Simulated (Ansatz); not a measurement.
**Work function of Y(0001): what the settings cost and change**

How thick a slab and how much vacuum does the work function of Y(0001) need?

Program: Ansatz 0.2.0. Level of theory: plane-wave DFT, PBE, Ansatz PAW. Results are calculated unless marked as measured.

Report form: the programs' logs are mostly left out.

**1. Starting point**

The cell holds 1 atom: 1 Y. Cell: a = 3.650 Å, b = 3.650 Å, c = 18.000 Å, α = 90.0°, β = 90.0°, γ = 60.0°. Vacuum lies along c.

**2. Run, setting 1 layer**

A work function rests on the faint tail of the density, so the SCF threshold is tight. The slab grows from one layer, at fixed mesh and 18 Å of vacuum; then the vacuum is varied on one slab.

The input, input.yaml:

```yaml
crystal:
  lattice:
    - [3.65, 0.0, 0.0]
    - [1.825, 3.1609927238, 0.0]
    - [0.0, 0.0, 18.0]
  atoms:
    - { symbol: "Y", position: [0.6666666667, 0.6666666667, 0.5] }
kpoints:
  mp_grid: { grid: [13, 13, 1] }
hamiltonian:
  xc: pbe
scf:
  occupations: { method: fermi_dirac, width: 0.1 }
  convergence: { dr2_threshold: 1.0e-09 }
efield:
  axis: 3
  dipole_correction: true
  ramp_position: 0.97
  ramp_width: 0.06
output:
  write_potential: true
  write_density: true
  volumetric_format: npy
  elf: true
```

On the command line:

```sh
$ ansatz run input.yaml --threads 2 --pin off --max-ram 3072MiB --backend cpu --events-out ev --progress --plain --runs-dir out
```

The job ended after 6.6 s (2 threads of Arm Neoverse N1, shared host; peak memory 0.41 GiB; 12 s of CPU time).

Numbers from this step:

```
energy at zero smearing   : -3847.0065 eV
work function, upper face : 3.387 eV
```

Running mean over 2.867 Å of the planar mean; the ramp of the sawtooth is left out. The electron's electrostatic potential energy less the Fermi level by z:

```
z (Å)  electron's electrostatic potential energy less the Fermi level (eV)
  3.0                                                                 3.39
  3.5                                                                 3.38
  4.0                                                                 3.38
  4.5                                                                 3.37
  5.0                                                                 3.34
  5.5                                                                 3.26
  6.0                                                                 3.06
  6.5                                                                 2.54
  7.0                                                                 1.20
  7.5                                                                -1.35
  8.0                                                                -4.09
  8.5                                                                -5.68
  9.0                                                                -6.07
  9.5                                                                -5.68
 10.0                                                                -4.09
 10.5                                                                -1.35
 11.0                                                                 1.20
 11.5                                                                 2.54
 12.0                                                                 3.06
 12.5                                                                 3.26
 13.0                                                                 3.34
 13.5                                                                 3.37
 14.0                                                                 3.38
 14.5                                                                 3.38
 15.0                                                                 3.39
```

Electrostatic potential energy in the ca plane at fractional y = 0.667, with atoms of Y within 0.2 Å of it. With pseudopotentials it is smooth inside the atoms' cores, unlike the true potential.

Values in eV, 5 rows by 16 columns, each cell a mean:
```
  2   2   2   2   2   2  -1 -18 -22  -2   2   2   2   2   2   2
  2   2   2   2   2   2  -2 -29 -33  -5   1   2   2   2   2   2
  2   2   2   2   2   2  -1 -20 -24  -2   2   2   2   2   2   2
  2   2   2   2   2   2   1  -2  -3   1   2   2   2   2   2   2
  2   2   2   2   2   2   1  -2  -3   1   2   2   2   2   2   2
```
Columns run along c (18.0 Å; values clipped at the 3rd and 97th percentile), rows up along a (3.6 Å). Atoms in or near the plane, at fractional coordinates: Y at (0.50, 0.67).

Valence density in the ca plane at fractional y = 0.667, with atoms of Y within 0.2 Å of it. It is the smooth field of the valence electrons, not physical close to the nuclei.

Values in e/Å³, 5 rows by 16 columns, each cell a mean:
```
0.0 0.0 0.0 0.0 0.0 0.0 0.0 0.8 1.1 0.0 0.0 0.0 0.0 0.0 0.0 0.0
0.0 0.0 0.0 0.0 0.0 0.0 0.0 2.0 2.5 0.1 0.0 0.0 0.0 0.0 0.0 0.0
0.0 0.0 0.0 0.0 0.0 0.0 0.0 0.9 1.2 0.0 0.0 0.0 0.0 0.0 0.0 0.0
0.0 0.0 0.0 0.0 0.0 0.0 0.0 0.1 0.1 0.0 0.0 0.0 0.0 0.0 0.0 0.0
0.0 0.0 0.0 0.0 0.0 0.0 0.0 0.1 0.1 0.0 0.0 0.0 0.0 0.0 0.0 0.0
```
Columns run along c (18.0 Å), rows up along a (3.6 Å). Atoms in or near the plane, at fractional coordinates: Y at (0.50, 0.67).

ELF in the ca plane at fractional y = 0.667, with atoms of Y within 0.2 Å of it. It is the smooth field of the valence electrons, not physical close to the nuclei.

Ten even steps from '0' (0.00) to '9' (0.83), each cell a mean:
```
00000000000000001111367521110000000000000000
00000000000000000002899950000000000000000000
00000000000000000003986970000000000000000000
00000000000000000002899950000000000000000000
00000000000000001111366521110000000000000000
00000000000000012444222234431000000000000000
00000000000000013566533456542100000000000000
00000000000000012343221234431000000000000000
```
Columns run along c (18.0 Å), rows up along a (3.6 Å). Atoms in or near the plane, at fractional coordinates: Y at (0.50, 0.67).

The work function is 3.387 eV.

**3. Slab, 2 atoms**

System of this step: Y(0001). The cell holds 2 atoms: 2 Y. Its edges and angles: a = 3.650 Å, b = 3.650 Å, c = 20.867 Å, α = 90.0°, β = 90.0°, γ = 60.0°. Vacuum lies along c.

input.yaml, the sections that differ from step 2:

```yaml
crystal:
  lattice:
    - [3.65, 0.0, 0.0]
    - [1.825, 3.1609927238, 0.0]
    - [0.0, 0.0, 20.867075]
  atoms:
    - { symbol: "Y", position: [0.6666666667, 0.6666666667, 0.4313014641] }
    - { symbol: "Y", position: [0.0, 0.0, 0.5686985359] }
output:
  write_potential: true
  write_density: true
  volumetric_format: npy
# kpoints, hamiltonian, scf, efield: as in step 2
```

Wall time 8.3 s (2 threads); peak memory 0.42 GiB.

The work function is 3.322 eV, -0.064 eV from the run “1 layer”, at 1.3 times its CPU time.

**4. Slab, 3 atoms**

System of this step: Y(0001). The cell holds 3 atoms: 3 Y. Its edges and angles: a = 3.650 Å, b = 3.650 Å, c = 23.734 Å, α = 90.0°, β = 90.0°, γ = 60.0°. Vacuum lies along c.

input.yaml, the sections that differ from step 3:

```yaml
crystal:
  lattice:
    - [3.65, 0.0, 0.0]
    - [1.825, 3.1609927238, 0.0]
    - [0.0, 0.0, 23.73415]
  atoms:
    - { symbol: "Y", position: [0.0, 0.0, 0.3792004348] }
    - { symbol: "Y", position: [0.6666666667, 0.6666666667, 0.5] }
    - { symbol: "Y", position: [0.0, 0.0, 0.6207995652] }
# kpoints, hamiltonian, scf, efield, output: as in step 3
```

It took 16 s on 2 threads; peak memory 0.48 GiB; 31 s of CPU time.

The work function is 3.370 eV, +0.048 eV from the run “2 layers”, at 1.9 times its CPU time.

**5. Run, 4 atoms**

System of this step: Y(0001). The cell holds 4 atoms: 4 Y. Its edges and angles: a = 3.650 Å, b = 3.650 Å, c = 26.601 Å, α = 90.0°, β = 90.0°, γ = 60.0°. Vacuum lies along c.

input.yaml, the sections that differ from step 4:

```yaml
crystal:
  lattice:
    - [3.65, 0.0, 0.0]
    - [1.825, 3.1609927238, 0.0]
    - [0.0, 0.0, 26.601225]
  atoms:
    - { symbol: "Y", position: [0.6666666667, 0.6666666667, 0.3383302837] }
    - { symbol: "Y", position: [0.0, 0.0, 0.4461100946] }
    - { symbol: "Y", position: [0.6666666667, 0.6666666667, 0.5538899054] }
    - { symbol: "Y", position: [0.0, 0.0, 0.6616697163] }
# kpoints, hamiltonian, scf, efield, output: as in step 4
```

It took 25 s on 2 threads; peak memory 0.55 GiB.

The work function is 3.370 eV, -0.000 eV from the run “3 layers”, at 1.6 times its CPU time.

**6. Run, 5 atoms**

System of this step: Y(0001). The cell holds 5 atoms: 5 Y. Cell: a = 3.650 Å, b = 3.650 Å, c = 29.468 Å, α = 90.0°, β = 90.0°, γ = 60.0°. Vacuum lies along c.

input.yaml, the sections that differ from step 5:

```yaml
crystal:
  lattice:
    - [3.65, 0.0, 0.0]
    - [1.825, 3.1609927238, 0.0]
    - [0.0, 0.0, 29.4683]
  atoms:
    - { symbol: "Y", position: [0.0, 0.0, 0.3054129353] }
    - { symbol: "Y", position: [0.6666666667, 0.6666666667, 0.4027064676] }
    - { symbol: "Y", position: [0.0, 0.0, 0.5] }
    - { symbol: "Y", position: [0.6666666667, 0.6666666667, 0.5972935324] }
    - { symbol: "Y", position: [0.0, 0.0, 0.6945870647] }
# kpoints, hamiltonian, scf, efield, output: as in step 5
```

Wall time 34 s (2 threads); peak memory 0.62 GiB.

The work function is 3.370 eV, +0.000 eV from the run “4 layers”, at 1.4 times its CPU time.

**7. Slab, 6 atoms**

System of this step: Y(0001). The cell holds 6 atoms: 6 Y. Its edges and angles: a = 3.650 Å, b = 3.650 Å, c = 32.335 Å, α = 90.0°, β = 90.0°, γ = 60.0°. Vacuum lies along c.

input.yaml, the sections that differ from step 6:

```yaml
crystal:
  lattice:
    - [3.65, 0.0, 0.0]
    - [1.825, 3.1609927238, 0.0]
    - [0.0, 0.0, 32.335375]
  atoms:
    - { symbol: "Y", position: [0.6666666667, 0.6666666667, 0.2783329403] }
    - { symbol: "Y", position: [0.0, 0.0, 0.3669997642] }
    - { symbol: "Y", position: [0.6666666667, 0.6666666667, 0.4556665881] }
    - { symbol: "Y", position: [0.0, 0.0, 0.5443334119] }
    - { symbol: "Y", position: [0.6666666667, 0.6666666667, 0.6330002358] }
    - { symbol: "Y", position: [0.0, 0.0, 0.7216670597] }
# kpoints, hamiltonian, scf, efield, output: as in step 6
```

It took 49 s on 2 threads; peak memory 0.75 GiB.

The work function is 3.370 eV, +0.000 eV from the run “5 layers”, at 1.5 times its CPU time.

**8. Slab, 8 atoms**

System of this step: Y(0001). The cell holds 8 atoms: 8 Y. Its edges and angles: a = 3.650 Å, b = 3.650 Å, c = 38.070 Å, α = 90.0°, β = 90.0°, γ = 60.0°. Vacuum lies along c.

input.yaml, the sections that differ from step 7:

```yaml
crystal:
  lattice:
    - [3.65, 0.0, 0.0]
    - [1.825, 3.1609927238, 0.0]
    - [0.0, 0.0, 38.069525]
  atoms:
    - { symbol: "Y", position: [0.6666666667, 0.6666666667, 0.2364095691] }
    - { symbol: "Y", position: [0.0, 0.0, 0.3117211208] }
    - { symbol: "Y", position: [0.6666666667, 0.6666666667, 0.3870326725] }
    - { symbol: "Y", position: [0.0, 0.0, 0.4623442242] }
    - { symbol: "Y", position: [0.6666666667, 0.6666666667, 0.5376557758] }
    - { symbol: "Y", position: [0.0, 0.0, 0.6129673275] }
    - { symbol: "Y", position: [0.6666666667, 0.6666666667, 0.6882788792] }
    - { symbol: "Y", position: [0.0, 0.0, 0.7635904309] }
# kpoints, hamiltonian, scf, efield, output: as in step 7
```

Wall time 85 s (2 threads); peak memory 0.98 GiB.

The work function is 3.370 eV, -0.001 eV from the run “6 layers”, at 1.7 times its CPU time.

**9. Slab, 10 atoms**

System of this step: Y(0001). The cell holds 10 atoms: 10 Y. Its edges and angles: a = 3.650 Å, b = 3.650 Å, c = 43.804 Å, α = 90.0°, β = 90.0°, γ = 60.0°. Vacuum lies along c.

input.yaml, the sections that differ from step 8:

```yaml
crystal:
  lattice:
    - [3.65, 0.0, 0.0]
    - [1.825, 3.1609927238, 0.0]
    - [0.0, 0.0, 43.803675]
  atoms:
    - { symbol: "Y", position: [0.6666666667, 0.6666666667, 0.2054622129] }
    - { symbol: "Y", position: [0.0, 0.0, 0.2709150545] }
    - { symbol: "Y", position: [0.6666666667, 0.6666666667, 0.3363678961] }
    - { symbol: "Y", position: [0.0, 0.0, 0.4018207376] }
    - { symbol: "Y", position: [0.6666666667, 0.6666666667, 0.4672735792] }
    - { symbol: "Y", position: [0.0, 0.0, 0.5327264208] }
    - { symbol: "Y", position: [0.6666666667, 0.6666666667, 0.5981792624] }
    - { symbol: "Y", position: [0.0, 0.0, 0.6636321039] }
    - { symbol: "Y", position: [0.6666666667, 0.6666666667, 0.7290849455] }
    - { symbol: "Y", position: [0.0, 0.0, 0.7945377871] }
# kpoints, hamiltonian, scf, efield, output: as in step 8
```

It took 2.6 min on 2 threads; peak memory 1.3 GiB; 4.5 min of CPU time.

The work function is 3.370 eV, -0.000 eV from the run “8 layers”, at 1.6 times its CPU time.

**10. Slab, 13 atoms**

System of this step: Y(0001). The cell holds 13 atoms: 13 Y. Its edges and angles: a = 3.650 Å, b = 3.650 Å, c = 52.405 Å, α = 90.0°, β = 90.0°, γ = 60.0°. Vacuum lies along c.

input.yaml, the sections that differ from step 9:

```yaml
crystal:
  lattice:
    - [3.65, 0.0, 0.0]
    - [1.825, 3.1609927238, 0.0]
    - [0.0, 0.0, 52.4049]
  atoms:
    - { symbol: "Y", position: [0.0, 0.0, 0.1717396656] }
    - { symbol: "Y", position: [0.6666666667, 0.6666666667, 0.2264497213] }
    - { symbol: "Y", position: [0.0, 0.0, 0.281159777] }
    - { symbol: "Y", position: [0.6666666667, 0.6666666667, 0.3358698328] }
    - { symbol: "Y", position: [0.0, 0.0, 0.3905798885] }
    - { symbol: "Y", position: [0.6666666667, 0.6666666667, 0.4452899443] }
    - { symbol: "Y", position: [0.0, 0.0, 0.5] }
    - { symbol: "Y", position: [0.6666666667, 0.6666666667, 0.5547100557] }
    - { symbol: "Y", position: [0.0, 0.0, 0.6094201115] }
    - { symbol: "Y", position: [0.6666666667, 0.6666666667, 0.6641301672] }
    - { symbol: "Y", position: [0.0, 0.0, 0.718840223] }
    - { symbol: "Y", position: [0.6666666667, 0.6666666667, 0.7735502787] }
    - { symbol: "Y", position: [0.0, 0.0, 0.8282603344] }
# kpoints, hamiltonian, scf, efield, output: as in step 9
```

It took 3.5 min on 2 threads; peak memory 1.6 GiB.

The work function is 3.370 eV, +0.000 eV from the run “10 layers”, at 1.4 times its CPU time.

**11. Slab, 7 atoms**

System of this step: Y(0001). The cell holds 7 atoms: 7 Y. Its edges and angles: a = 3.650 Å, b = 3.650 Å, c = 27.202 Å, α = 90.0°, β = 90.0°, γ = 60.0°. Vacuum lies along c.

input.yaml, the sections that differ from step 10:

```yaml
crystal:
  lattice:
    - [3.65, 0.0, 0.0]
    - [1.825, 3.1609927238, 0.0]
    - [0.0, 0.0, 27.20245]
  atoms:
    - { symbol: "Y", position: [0.0, 0.0, 0.1838069733] }
    - { symbol: "Y", position: [0.6666666667, 0.6666666667, 0.2892046488] }
    - { symbol: "Y", position: [0.0, 0.0, 0.3946023244] }
    - { symbol: "Y", position: [0.6666666667, 0.6666666667, 0.5] }
    - { symbol: "Y", position: [0.0, 0.0, 0.6053976756] }
    - { symbol: "Y", position: [0.6666666667, 0.6666666667, 0.7107953512] }
    - { symbol: "Y", position: [0.0, 0.0, 0.8161930267] }
# kpoints, hamiltonian, scf, efield, output: as in step 10
```

Wall time 51 s (2 threads); peak memory 0.72 GiB; 98 s of CPU time.

The work function is 3.328 eV. The program marks this work function as in doubt.

**12. Run, 7 atoms**

The cell differs from the one that the last finished run ended in (c 27.202 → 31.202 Å).

input.yaml, the sections that differ from step 11:

```yaml
crystal:
  lattice:
    - [3.65, 0.0, 0.0]
    - [1.825, 3.1609927238, 0.0]
    - [0.0, 0.0, 31.20245]
  atoms:
    - { symbol: "Y", position: [0.0, 0.0, 0.2243413578] }
    - { symbol: "Y", position: [0.6666666667, 0.6666666667, 0.3162275719] }
    - { symbol: "Y", position: [0.0, 0.0, 0.4081137859] }
    - { symbol: "Y", position: [0.6666666667, 0.6666666667, 0.5] }
    - { symbol: "Y", position: [0.0, 0.0, 0.5918862141] }
    - { symbol: "Y", position: [0.6666666667, 0.6666666667, 0.6837724281] }
    - { symbol: "Y", position: [0.0, 0.0, 0.7756586422] }
# kpoints, hamiltonian, scf, efield, output: as in step 11
```

Run time: 65 s. Hardware: 2 threads; peak memory 0.78 GiB; 1.9 min of CPU time.

The work function is 3.369 eV, +0.041 eV from the run “7 layers, 10 Å of vacuum”, at 1.2 times its CPU time.

**13. Run, 7 atoms (run 2)**

The cell differs from the one that the last finished run ended in (c 31.202 → 43.202 Å).

input.yaml, the sections that differ from step 12:

```yaml
crystal:
  lattice:
    - [3.65, 0.0, 0.0]
    - [1.825, 3.1609927238, 0.0]
    - [0.0, 0.0, 43.20245]
  atoms:
    - { symbol: "Y", position: [0.0, 0.0, 0.3009088605] }
    - { symbol: "Y", position: [0.6666666667, 0.6666666667, 0.3672725737] }
    - { symbol: "Y", position: [0.0, 0.0, 0.4336362868] }
    - { symbol: "Y", position: [0.6666666667, 0.6666666667, 0.5] }
    - { symbol: "Y", position: [0.0, 0.0, 0.5663637132] }
    - { symbol: "Y", position: [0.6666666667, 0.6666666667, 0.6327274263] }
    - { symbol: "Y", position: [0.0, 0.0, 0.6990911395] }
# kpoints, hamiltonian, scf, efield, output: as in step 12
```

Elapsed: 97 s, on 2 threads; peak memory 1 GiB; 2.7 min of CPU time.

The work function is 3.370 eV, +0.001 eV from the run “7 layers, 14 Å of vacuum”, at 1.4 times its CPU time.

**14. Side by side**

Times are for 2 threads of Arm Neoverse N1, shared host. The runs compared:

```
no.                   setting  work function, upper face (eV)     time  memory (GiB)
  1                   1 layer                           3.387    6.6 s          0.41
  2                  2 layers                           3.322    8.3 s          0.42
  3                  3 layers                           3.370     16 s          0.48
  4                  4 layers                           3.370     25 s          0.55
  5                  5 layers                           3.370     34 s          0.62
  6                  6 layers                           3.370     49 s          0.75
  7                  8 layers                           3.370     85 s          0.98
  8                 10 layers                           3.370  2.6 min           1.3
  9                 13 layers                           3.370  3.5 min           1.6
 10  7 layers, 10 Å of vacuum                           3.328     51 s          0.72
 11  7 layers, 14 Å of vacuum                           3.369     65 s          0.78
 12  7 layers, 26 Å of vacuum                           3.370     97 s             1
```

**15. The same run with other settings**

System of this step: Y(0001) monolayer. The cell holds 1 atom: 1 Y. Its edges and angles: a = 3.650 Å, b = 3.650 Å, c = 18.000 Å, α = 90.0°, β = 90.0°, γ = 60.0°. Vacuum lies along c.

An input spoilt on purpose, to show how the run answers: it repeats the earlier run “1 layer” with efield.axis from 3 to 1, and scf.max_iter set to 60; its output block differs too.

input.yaml, the sections that differ from step 13:

```yaml
crystal:
  lattice:
    - [3.65, 0.0, 0.0]
    - [1.825, 3.1609927238, 0.0]
    - [0.0, 0.0, 18.0]
  atoms:
    - { symbol: "Y", position: [0.6666666667, 0.6666666667, 0.5] }
scf:
  occupations: { method: fermi_dirac, width: 0.1 }
  convergence: { dr2_threshold: 1.0e-09 }
  max_iter: 60
efield:
  axis: 1
  dipole_correction: true
  ramp_position: 0.97
  ramp_width: 0.06
# kpoints, hamiltonian, output: as in step 13
```

The job ended after 17 s (2 threads; peak memory 0.49 GiB).

The field now lies along an axis in the plane, so the dipole that the program prints is another component and can't be set beside the earlier one.

With this change the program also warns of density in the ramp of the sawtooth; these numbers are not the system's.

**16. Outcome**

```
work function, 1 layer   : 3.387 eV
work function, 2 layers  : 3.322 eV
work function, 6 layers  : 3.370 eV
work function, 13 layers : 3.370 eV
```

In words: The thickest slab gives 3.37 eV, and the settings tried spread the value from 3.32 to 3.39 eV. At 18 Å of vacuum, the slabs from 1 layer on stay within 0.05 eV of the thickest. Going from 10 to 26 Å of vacuum moves it by 0.042 eV. The program marks the value as in doubt in “7 layers, 10 Å of vacuum”. The ladder's slabs use the tabulated experimental lattice constant (two decimals; a low-temperature value for the alkali metals). In 2 runs of the series (7 layers, 10 Å of vacuum and 7 layers, 14 Å of vacuum) the program warns that electrons reach the sawtooth's ramp, which makes dipole and work function less sure.

[Logs are printed without paths, hosts, clocks, repeated set-up lines and the standing remarks that a program may print on its own settings, such as how far it seeks lower states.]

[Hosts, paths, dates, database ids (printed as entryN), source tags and the programs' standing remarks are cut or masked in the printed files.]

[Maps of the electrostatic potential energy from Ansatz leave out the sawtooth potential of an applied field or a dipole correction, so their vacuum need not be flat; planar profiles and work functions include it.]
